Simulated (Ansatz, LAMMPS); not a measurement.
# Amorphous 25SiO2-75TiO2 (mol %) (96 atoms): geometry optimisation, part 2 of 4

How does amorphous 25SiO2-75TiO2 (mol %) (96 atoms) relax, and what do bonds, charges and levels look like afterwards?

Ansatz 0.2.0; Kohn-Sham DFT, PBE, PAW (set soft_2), plane waves.

The cell: 8 Si, 24 Ti and 64 O. The quench rate of 50 K/ps is many orders above laboratory rates. The starting topology of bonds comes from the classical model. Only the Γ point is sampled in the main run, in a cell whose shortest periodic width is 11 Å.

So far. Step 3 (Single point at the start): Neighbours are counted within 2.64 Å (O-Ti), 2.08 Å (O-Si).

### 4. Cell and atoms relaxed

Cell and atoms are freed together, to release stress as well as forces.

input.yaml

```yaml
crystal:
  lattice:
    - [10.799, 0.0, 0.0]
    - [0.0, 10.799, 0.0]
    - [0.0, 0.0, 10.799]
  atoms:
    [... the 96 atom lines of step 3 ...]
kpoints:
  mp_grid: { grid: [1, 1, 1] }
hamiltonian:
  xc: pbe
scf:
  occupations: { method: fermi_dirac, width: 0.025 }
output:
  forces: true
relax:
  f_tol: 0.04
  max_steps: 250
  cell: {}
```

Started as:

```sh
> ansatz run input.yaml --threads 4 --pin off --max-ram 8192MiB --backend cpu --events-out ev --progress --plain --runs-dir out
```

Numbers of over 12 decimals in the logs are rounded to 6 here.

Log:

```text
[...]
Crystal: 96 atoms, lattice volume = 1259.362 Å³
Basis set: ecut = 420 eV, 24573 PW (Γ), exchange–correlation on 150×150×150 points (8 copies of the dense FFT grid, shifted against one another)
Bands: 448, of which v1, the nominal top of the filled ones, is band 352 counted from 1 (351 counted from 0)
Symmetry: 1 space group operations
[...]
k-points: 1
[...]
SCF iter   1: F=—  HF=-101507.754663 eV  |F-HF|=—  |Δ(HF+E_count)|=         —  Δρ=4.26e-3  dr2=3.10e-1  ethr=1.77e-3  ⟨swp⟩=6.0  Hψ=1729  notcnv=0  defer=54
[...]
SCF iter  12: F=-101507.721751 eV  HF=-101507.721751 eV  |F-HF|=5.24e-10  |Δ(HF+E_count)|=   7.48e-8  Δρ=1.62e-6  dr2=4.17e-8  ethr=1.42e-11  ⟨swp⟩=3.0  Hψ=1156  notcnv=0
SCF 1 converged in 12 iterations: F = -101507.721751 eV  dr2 = 4.17e-8
[...]
relax step   1: F+E_penalty+E_count = -101507.72175110 eV  Δ(F+E_penalty+E_count) = +0.000e0 eV  max|allowed force component| = 2.360e0 eV/Å  Δτ_max = 0.0000 Å  P = +10.504 GPa  Ω = 1259.362 Å³  (12 SCF iters, dr2 threshold 1.00e-7 eV, accepted)
[... from here on, the SCF cycles and remarks between the steps are left out ...]
relax step   2: F+E_penalty+E_count = -101511.29554534 eV  Δ(F+E_penalty+E_count) = -3.574e0 eV  max|allowed force component| = 1.556e0 eV/Å  Δτ_max = 0.1734 Å  P = +3.081 GPa  Ω = 1317.242 Å³  energy of the carried Pulay correction = -2.086e-1 eV  (10 SCF iters, dr2 threshold 9.60e-6 eV, accepted)
relax step   3: F+E_penalty+E_count = -101512.47114550 eV  Δ(F+E_penalty+E_count) = -1.176e0 eV  max|allowed force component| = 5.294e-1 eV/Å  Δτ_max = 0.2000 Å  P = +0.560 GPa  Ω = 1332.812 Å³  energy of the carried Pulay correction = -2.632e-1 eV  (10 SCF iters, dr2 threshold 9.60e-6 eV, accepted)
relax step   4: F+E_penalty+E_count = -101512.61585000 eV  Δ(F+E_penalty+E_count) = -1.447e-1 eV  max|allowed force component| = 6.481e-1 eV/Å  Δτ_max = 0.2000 Å  P = -0.147 GPa  Ω = 1340.119 Å³  energy of the carried Pulay correction = -2.885e-1 eV  (9 SCF iters, dr2 threshold 9.60e-6 eV, accepted)
relax step   5: F+E_penalty+E_count = -101512.70698177 eV  Δ(F+E_penalty+E_count) = -9.113e-2 eV  max|allowed force component| = 2.414e-1 eV/Å  Δτ_max = 0.2000 Å  P = +0.071 GPa  Ω = 1334.486 Å³  energy of the carried Pulay correction = -2.690e-1 eV  (9 SCF iters, dr2 threshold 9.60e-6 eV, accepted)
relax step   6: F+E_penalty+E_count = -101512.74249926 eV  Δ(F+E_penalty+E_count) = -3.552e-2 eV  max|allowed force component| = 1.515e-1 eV/Å  Δτ_max = 0.0452 Å  P = -0.005 GPa  Ω = 1335.874 Å³  energy of the carried Pulay correction = -2.738e-1 eV  (8 SCF iters, dr2 threshold 3.64e-6 eV, accepted)
relax step   7: F+E_penalty+E_count = -101512.80968540 eV  Δ(F+E_penalty+E_count) = -6.719e-2 eV  max|allowed force component| = 2.372e-1 eV/Å  Δτ_max = 0.2000 Å  P = +0.018 GPa  Ω = 1332.246 Å³  energy of the carried Pulay correction = -2.612e-1 eV  (10 SCF iters, dr2 threshold 1.43e-6 eV, accepted)
relax step   8: F+E_penalty+E_count = -101512.82021620 eV  Δ(F+E_penalty+E_count) = -1.053e-2 eV  max|allowed force component| = 3.629e-1 eV/Å  Δτ_max = 0.1794 Å  P = -0.205 GPa  Ω = 1329.248 Å³  energy of the carried Pulay correction = -2.507e-1 eV  (9 SCF iters, dr2 threshold 3.52e-6 eV, accepted)
relax step   9: F+E_penalty+E_count = -101512.82854094 eV  Δ(F+E_penalty+E_count) = -8.325e-3 eV  max|allowed force component| = 3.705e-1 eV/Å  Δτ_max = 0.2000 Å  P = -0.013 GPa  Ω = 1326.918 Å³  energy of the carried Pulay correction = -2.426e-1 eV  (9 SCF iters, dr2 threshold 8.23e-6 eV, accepted)
relax step  10: F+E_penalty+E_count = -101512.80414880 eV  Δ(F+E_penalty+E_count) = +2.439e-2 eV  max|allowed force component| = 2.799e-1 eV/Å  Δτ_max = 0.2000 Å  P = +0.130 GPa  Ω = 1324.954 Å³  energy of the carried Pulay correction = -2.357e-1 eV  (9 SCF iters, dr2 threshold 8.58e-6 eV, rejected (line search))
relax step  11: F+E_penalty+E_count = -101512.89299362 eV  Δ(F+E_penalty+E_count) = -6.445e-2 eV  max|allowed force component| = 1.872e-1 eV/Å  Δτ_max = 0.1000 Å  P = -0.012 GPa  Ω = 1327.956 Å³  energy of the carried Pulay correction = -2.462e-1 eV  (16 SCF iters, accepted)
relax step  12: F+E_penalty+E_count = -101512.88706021 eV  Δ(F+E_penalty+E_count) = +5.933e-3 eV  max|allowed force component| = 1.293e-1 eV/Å  Δτ_max = 0.1000 Å  P = -0.050 GPa  Ω = 1329.900 Å³  energy of the carried Pulay correction = -2.530e-1 eV  (9 SCF iters, dr2 threshold 2.19e-6 eV, accepted)
relax step  13: F+E_penalty+E_count = -101512.89874671 eV  Δ(F+E_penalty+E_count) = -1.169e-2 eV  max|allowed force component| = 9.834e-2 eV/Å  Δτ_max = 0.0497 Å  P = +0.052 GPa  Ω = 1328.046 Å³  energy of the carried Pulay correction = -2.465e-1 eV  (9 SCF iters, dr2 threshold 1.05e-6 eV, accepted)
[...]
relax step  20: F+E_penalty+E_count = -101512.91782555 eV  Δ(F+E_penalty+E_count) = -1.961e-3 eV  max|allowed force component| = 1.200e-1 eV/Å  Δτ_max = 0.1112 Å  P = -0.058 GPa  Ω = 1329.023 Å³  energy of the carried Pulay correction = -2.499e-1 eV  (10 SCF iters, dr2 threshold 2.78e-7 eV, accepted)
relax step  21: F+E_penalty+E_count = -101512.91959211 eV  Δ(F+E_penalty+E_count) = -1.767e-3 eV  max|allowed force component| = 3.667e-2 eV/Å  Δτ_max = 0.0434 Å  P = -0.001 GPa  Ω = 1328.994 Å³  energy of the carried Pulay correction = -2.498e-1 eV  (8 SCF iters, dr2 threshold 9.00e-7 eV, accepted)
relax step  22: F+E_penalty+E_count = -101513.39916581 eV  Δ(F+E_penalty+E_count) = -4.796e-1 eV  max|allowed force component| = 3.730e-2 eV/Å  Δτ_max = 0.0000 Å  P = +0.590 GPa  Ω = 1328.994 Å³  stress off target by 1.07e0 GPa  SCF on the basis re-selected at this cell (its energy is not comparable with the rows above)  (11 SCF iters)
relax step  23: F+E_penalty+E_count = -101513.13998920 eV  Δ(F+E_penalty+E_count) = +2.592e-1 eV  max|allowed force component| = 5.583e-1 eV/Å  Δτ_max = 0.2000 Å  P = -0.537 GPa  Ω = 1363.528 Å³  energy of the carried Pulay correction = -1.362e-1 eV  (11 SCF iters, dr2 threshold 2.89e-6 eV, rejected (line search))
relax step  24: F+E_penalty+E_count = -101513.38009708 eV  Δ(F+E_penalty+E_count) = +1.907e-2 eV  max|allowed force component| = 1.643e-1 eV/Å  Δτ_max = 0.0471 Å  P = -0.174 GPa  Ω = 1345.049 Å³  energy of the carried Pulay correction = -5.958e-2 eV  (16 SCF iters, accepted)
relax step  25: F+E_penalty+E_count = -101513.40017945 eV  Δ(F+E_penalty+E_count) = -2.008e-2 eV  max|allowed force component| = 1.254e-1 eV/Å  Δτ_max = 0.0806 Å  P = +0.050 GPa  Ω = 1342.787 Å³  energy of the carried Pulay correction = -5.086e-2 eV  (9 SCF iters, dr2 threshold 1.69e-6 eV, accepted)
relax step  26: F+E_penalty+E_count = -101513.40206486 eV  Δ(F+E_penalty+E_count) = -1.885e-3 eV  max|allowed force component| = 9.343e-2 eV/Å  Δτ_max = 0.0222 Å  P = +0.019 GPa  Ω = 1343.506 Å³  energy of the carried Pulay correction = -5.363e-2 eV  (8 SCF iters, dr2 threshold 9.82e-7 eV, accepted)
relax step  27: F+E_penalty+E_count = -101513.37928244 eV  Δ(F+E_penalty+E_count) = +2.278e-2 eV  max|allowed force component| = 1.773e-1 eV/Å  Δτ_max = 0.1684 Å  P = +0.036 GPa  Ω = 1343.455 Å³  energy of the carried Pulay correction = -5.347e-2 eV  (11 SCF iters, dr2 threshold 5.46e-7 eV, rejected (line search))
relax step  28: F+E_penalty+E_count = -101513.40473636 eV  Δ(F+E_penalty+E_count) = -2.671e-3 eV  max|allowed force component| = 2.994e-2 eV/Å  Δτ_max = 0.0368 Å  P = +0.014 GPa  Ω = 1343.570 Å³  energy of the carried Pulay correction = -5.386e-2 eV  (15 SCF iters, accepted)
relax step  29: F+E_penalty+E_count = -101513.46368284 eV  Δ(F+E_penalty+E_count) = -5.895e-2 eV  max|allowed force component| = 2.992e-2 eV/Å  Δτ_max = 0.0000 Å  P = +0.034 GPa  Ω = 1343.570 Å³  stress off target by 1.02e-1 GPa  SCF on the basis re-selected at this cell (its energy is not comparable with the rows above)  (8 SCF iters)
relax step  30: F+E_penalty+E_count = -101513.46402148 eV  Δ(F+E_penalty+E_count) = -3.386e-4 eV  max|allowed force component| = 8.685e-2 eV/Å  Δτ_max = 0.0762 Å  P = +0.017 GPa  Ω = 1343.434 Å³  energy of the carried Pulay correction = +5.047e-4 eV  (12 SCF iters, dr2 threshold 2.59e-8 eV, rejected (line search))
relax step  31: F+E_penalty+E_count = -101513.46343920 eV  Δ(F+E_penalty+E_count) = +2.436e-4 eV  max|allowed force component| = 1.354e-2 eV/Å  Δτ_max = 0.0372 Å  P = -0.012 GPa  Ω = 1344.191 Å³  energy of the carried Pulay correction = -2.178e-3 eV  (14 SCF iters, accepted)
relax step  32: F+E_penalty+E_count = -101513.46360106 eV  Δ(F+E_penalty+E_count) = -1.619e-4 eV  max|allowed force component| = 1.348e-2 eV/Å  Δτ_max = 0.0000 Å  P = -0.012 GPa  Ω = 1344.191 Å³  stress off target by 2.23e-2 GPa  SCF on the basis re-selected at this cell (its energy is not comparable with the rows above)  (6 SCF iters)
[...]
SCF converged after 6 iterations
Free energy (F): -101513.463601 eV
[...]
Internal energy: -101513.463601 eV  (E = F + TS)
E sigma→0 (E₀):  -101513.463601 eV
Fermi energy:    5.392061 eV
[...]
--- Forces (eV/Å), atoms counted from 1 ---
  atom   1  Si    -0.00111495     0.00582863     0.00245958
  atom   2  Si    -0.00830160    -0.00014598    -0.00546305
  atom   3  Si    -0.00157083     0.00390869     0.00888578
  atom   4  Si     0.00192730    -0.00829787     0.00107137
  atom   5  Si    -0.00973943     0.00087244     0.00535923
  atom   6  Si     0.00265320     0.00617166    -0.00524867
  atom   7  Si     0.00771033     0.00457446    -0.00081713
  atom   8  Si    -0.00550809     0.00117696     0.00003903
  atom   9  Ti     0.00134952     0.00218416     0.00314332
  atom  10  Ti     0.00634062    -0.00810943     0.00296277
  atom  11  Ti     0.00623130    -0.00368293     0.00337539
  atom  12  Ti     0.00198756    -0.00369891     0.00544268
  atom  13  Ti    -0.00092722     0.00285409    -0.00546913
  atom  14  Ti     0.00678342    -0.00228300     0.00709741
[...]
atom  95  O     -0.00166704     0.00125348     0.00269678
  atom  96  O     -0.01118067    -0.00205741     0.00572554
  max |Σ_I F_I| component: 1.63e-5 eV/Å
--- Stress (GPa, compression-positive) ---
       -0.012697      -0.004330      -0.007978
       -0.004331      -0.009007      -0.001933
       -0.007978      -0.001933      -0.012953
  P = ⅓ Tr σ = -0.0116 GPa (-0.116 kbar)
--- Relaxed structure (29 steps of the walk, 23 accepted, 3 SCFs on fresh bases) ---
  F+E_penalty+E_count = -101513.46360106 eV   max|allowed force component| = 1.348e-2 eV/Å   (the final SCF, on the basis selected at the relaxed cell)
  cell:  # Å, volume = 1344.1907 Å³
    - [10.873915, -0.284015, -0.244508]
    - [-0.284015, 11.385214, -0.085985]
    - [-0.244508, -0.085985, 10.870925]
  atoms:
    - { symbol: Si, position: [0.231891, 0.098636, 0.283146] }
    - { symbol: Si, position: [0.622612, 0.369200, 0.455961] }
    - { symbol: Si, position: [0.900646, 0.387460, 0.406770] }
    - { symbol: Si, position: [0.539759, 0.392501, 0.710349] }
[...]
- { symbol: O, position: [0.372783, 0.129776, 0.654858] }
```

The job ended after 12 min (4 threads of Arm Neoverse V1, shared host; peak memory 1.9 GiB; 46 min of CPU time).

The steps of the relaxation (22 of 32):

| step | energy less that of the first step (eV) | largest force component (eV/Å) | pressure (GPa) | volume (Å³) |
| --- | --- | --- | --- | --- |
| 1 | 0.0000 | 2.3597 | 10.50 | 1259.36 |
| 2 | -3.5738 | 1.5559 | 3.08 | 1317.24 |
| 4 | -4.8941 | 0.6481 | -0.15 | 1340.12 |
| 5 | -4.9852 | 0.2414 | 0.07 | 1334.49 |
| 7 | -5.0879 | 0.2372 | 0.02 | 1332.25 |
| 8 | -5.0985 | 0.3629 | -0.20 | 1329.25 |
| 10 | -5.0824 | 0.2799 | 0.13 | 1324.95 |
| 11 | -5.1712 | 0.1872 | -0.01 | 1327.96 |
| 13 | -5.1770 | 0.0983 | 0.05 | 1328.05 |
| 14 | -5.1679 | 0.1699 | -0.11 | 1330.66 |
| 16 | -5.1803 | 0.1259 | -0.07 | 1330.06 |
| 17 | -5.1768 | 0.2352 | -0.19 | 1330.83 |
| 19 | -5.1941 | 0.0667 | 0.00 | 1329.13 |
| 20 | -5.1961 | 0.1200 | -0.06 | 1329.02 |
| 22* | -5.6774 | 0.0373 | 0.59 | 1328.99 |
| 23 | -5.4182 | 0.5583 | -0.54 | 1363.53 |
| 25 | -5.6784 | 0.1254 | 0.05 | 1342.79 |
| 26 | -5.6803 | 0.0934 | 0.02 | 1343.51 |
| 28 | -5.6830 | 0.0299 | 0.01 | 1343.57 |
| 29* | -5.7419 | 0.0299 | 0.03 | 1343.57 |
| 31 | -5.7417 | 0.0135 | -0.01 | 1344.19 |
| 32* | -5.7418 | 0.0135 | -0.01 | 1344.19 |

Relaxation steps marked * repeat the geometry before them on a plane-wave basis chosen anew for their cell, so energy and pressure can jump there. Other such steps can lie between the rows shown. Relaxation steps 10, 14, 17, 23, 27, 30 were tried and not accepted.

| cell as run | before | after | change |
| --- | --- | --- | --- |
| a (Å) | 10.799 | 10.880 | +0.8 % |
| b (Å) | 10.799 | 11.389 | +5.5 % |
| c (Å) | 10.799 | 10.874 | +0.7 % |
| α (°) | 90.00 | 90.85 | +0.9 % |
| β (°) | 90.00 | 92.56 | +2.8 % |
| γ (°) | 90.00 | 92.91 | +3.2 % |
| volume (Å³/atom) | 13.12 | 14.00 | +6.7 % |

The atoms that moved most (Å, as changes of fractional coordinates times the final cell):

| atom | dx | dy | dz | length |
| --- | --- | --- | --- | --- |
| O53 | -0.519 | 0.512 | -0.812 | 1.091 |
| O51 | -0.031 | 0.647 | 0.672 | 0.934 |
| O66 | -0.752 | -0.145 | -0.271 | 0.813 |
| O91 | -0.153 | 0.746 | -0.070 | 0.765 |
| O87 | -0.220 | 0.546 | 0.190 | 0.619 |
| O43 | -0.113 | -0.410 | 0.252 | 0.494 |
| O35 | 0.178 | -0.034 | 0.441 | 0.477 |
| O90 | 0.214 | 0.224 | 0.327 | 0.451 |

The relaxation changed the energy by -59.8 meV/atom, and atoms moved by 0.33 Å r.m.s., 1.1 Å at most.

### 5. Structure statistics after relaxation

Bonds before and after, by the cutoffs listed below:

| pair | bonds before | bonds after | mean before (Å) | mean after (Å) | spread before (Å) | spread after (Å) |
| --- | --- | --- | --- | --- | --- | --- |
| O-Ti | 108 | 111 | 1.861 | 1.902 | 0.154 | 0.134 |
| O-Si | 32 | 32 | 1.609 | 1.636 | 0.029 | 0.016 |

Density 2.96 g/cm³, 14.00 Å³ an atom.

Pair distribution functions g(r), in bins of 0.2 Å:

| r (Å) | total | O-O | O-Ti | O-Si | Ti-Ti | Ti-Si | Si-Si |
| --- | --- | --- | --- | --- | --- | --- | --- |
| 1.60 | 1.40 | 0.00 | 0.00 | 12.60 | 0.00 | 0.00 | 0.00 |
| 1.80 | 2.73 | 0.00 | 8.16 | 0.00 | 0.00 | 0.00 | 0.00 |
| 2.00 | 0.68 | 0.00 | 2.03 | 0.00 | 0.00 | 0.00 | 0.00 |
| 2.20 | 0.15 | 0.00 | 0.45 | 0.00 | 0.00 | 0.00 | 0.00 |
| 2.40 | 0.18 | 0.30 | 0.12 | 0.00 | 0.00 | 0.00 | 0.00 |
| 2.60 | 0.85 | 1.84 | 0.10 | 0.00 | 0.00 | 0.00 | 0.00 |
| 2.80 | 1.25 | 2.75 | 0.09 | 0.00 | 0.00 | 0.00 | 0.00 |
| 3.00 | 1.24 | 2.33 | 0.23 | 0.24 | 0.81 | 0.00 | 7.37 |
| 3.20 | 0.82 | 0.93 | 0.34 | 0.52 | 2.16 | 1.90 | 3.26 |
| 3.40 | 0.93 | 0.77 | 0.63 | 0.88 | 2.09 | 3.65 | 0.00 |
| 3.60 | 0.89 | 0.64 | 0.81 | 1.53 | 2.60 | 0.00 | 0.00 |
| 3.80 | 0.90 | 0.82 | 0.93 | 0.87 | 1.31 | 0.95 | 0.00 |
| 4.00 | 1.06 | 0.67 | 1.47 | 1.81 | 0.58 | 0.53 | 1.08 |
| 4.20 | 1.23 | 0.71 | 1.74 | 2.26 | 0.74 | 0.61 | 1.85 |
| 4.40 | 1.17 | 0.69 | 1.79 | 1.56 | 0.77 | 1.15 | 0.00 |
| 4.60 | 1.09 | 0.79 | 1.65 | 0.64 | 0.52 | 1.73 | 2.34 |
| 4.80 | 1.12 | 1.11 | 1.23 | 0.90 | 1.13 | 0.96 | 0.00 |
| 5.00 | 0.91 | 1.14 | 0.63 | 0.62 | 1.18 | 1.11 | 1.35 |
| 5.20 | 0.99 | 1.31 | 0.57 | 0.58 | 1.17 | 1.66 | 1.23 |

Bonds by pair of elements; cutoffs follow the first minimum of g(r), held within bounds set by covalent radii, and pairs that aren't listed don't count as bonded:

| pair A-B | cutoff (Å) | bonds | mean length (Å) | spread (Å) | shortest (Å) | B about A | A about B |
| --- | --- | --- | --- | --- | --- | --- | --- |
| O-Ti | 2.64 | 111 | 1.90 | 0.134 | 1.75 | 1.73 | 4.62 |
| O-Si | 2.08 | 32 | 1.64 | 0.016 | 1.61 | 0.5 | 4 |

How many atoms have how many bonded neighbours:

| element | mean | 2 | 3 | 4 | 5 | 6 |
| --- | --- | --- | --- | --- | --- | --- |
| O | 2.23 | 49 | 15 | 0 | 0 | 0 |
| Si | 4 | 0 | 0 | 8 | 0 | 0 |
| Ti | 4.62 | 0 | 0 | 10 | 13 | 1 |

Bond angles, per cent of each kind in bins of 5°:

| angle (°) | O-Ti-O | Ti-O-Ti | O-Si-O | Si-O-Ti |
| --- | --- | --- | --- | --- |
| 70–75 | 2.4 | 0.0 | 0.0 | 0.0 |
| 75–80 | 7.3 | 0.0 | 0.0 | 0.0 |
| 80–85 | 4.9 | 0.0 | 0.0 | 0.0 |
| 85–90 | 5.9 | 0.0 | 0.0 | 0.0 |
| 90–95 | 7.3 | 1.5 | 0.0 | 0.0 |
| 95–100 | 8.8 | 7.7 | 0.0 | 0.0 |
| 100–105 | 13.7 | 12.3 | 4.2 | 0.0 |
| 105–110 | 16.6 | 6.2 | 56.2 | 4.3 |
| 110–115 | 12.7 | 6.2 | 35.4 | 0.0 |
| 115–120 | 2.9 | 0.0 | 4.2 | 4.3 |
| 120–125 | 1.5 | 12.3 | 0.0 | 0.0 |
| 125–130 | 1.9 | 12.3 | 0.0 | 4.3 |
| 130–135 | 2.4 | 4.6 | 0.0 | 8.7 |
| 135–140 | 2.9 | 6.2 | 0.0 | 17.4 |
| 140–145 | 0.0 | 4.6 | 0.0 | 8.7 |
| 145–150 | 1.9 | 7.7 | 0.0 | 21.7 |
| 150–155 | 1.5 | 1.5 | 0.0 | 8.7 |
| 155–160 | 2.4 | 4.6 | 0.0 | 4.3 |
| 160–165 | 1.0 | 3.1 | 0.0 | 8.7 |
| 165–170 | 0.5 | 4.6 | 0.0 | 4.3 |
| 170–175 | 1.0 | 4.6 | 0.0 | 4.3 |
| 175–180 | 0.5 | 0.0 | 0.0 | 0.0 |

Bond angles (no mean is given where the spread exceeds 20°):

| angle | count | mean (°) | spread (°) |
| --- | --- | --- | --- |
| O-Ti-O | 205 | - | - |
| Ti-O-Ti | 65 | - | - |
| O-Si-O | 48 | 110 | 3.1 |
| Si-O-Ti | 23 | 144 | 15.2 |
| Si-O-Si | 6 | 143 | 17.3 |

Bond length by coordination (bonds to H left out):

| element | coordination | atoms | mean bond length (Å) |
| --- | --- | --- | --- |
| O | 2 | 49 | 1.77 |
| O | 3 | 15 | 1.99 |
| Ti | 4 | 10 | 1.83 |
| Ti | 5 | 13 | 1.94 |
| Ti | 6 | 1 | 2.00 |

Rings of the network by King's shortest-path rule, up to 12 atoms, one path for each pair of neighbours; H, halogens, alkali and alkaline-earth atoms are left out, and the last column divides by all other atoms, bonded or not:

| ring size (atoms) | rings | per network atom |
| --- | --- | --- |
| 4 | 9 | 0.094 |
| 6 | 8 | 0.083 |
| 8 | 24 | 0.25 |
| 10 | 42 | 0.438 |
| 12 | 38 | 0.396 |

With the cutoffs above, 77 % of O atoms have 2, all Si atoms have 4 and 54 % of Ti atoms have 5 bonded neighbours. Rings of 10 atoms are the most common (35 % of those counted); sizes run from 4 to 12, where the search stops.

[end of part 2 of 4]

[Logs are printed without paths, hosts, clocks, repeated set-up lines and the standing remarks that a program may print on its own settings, such as how far it seeks lower states.]

[Hosts, paths, dates, database ids (printed as entryN), source tags and the programs' standing remarks are cut or masked in the printed files.]
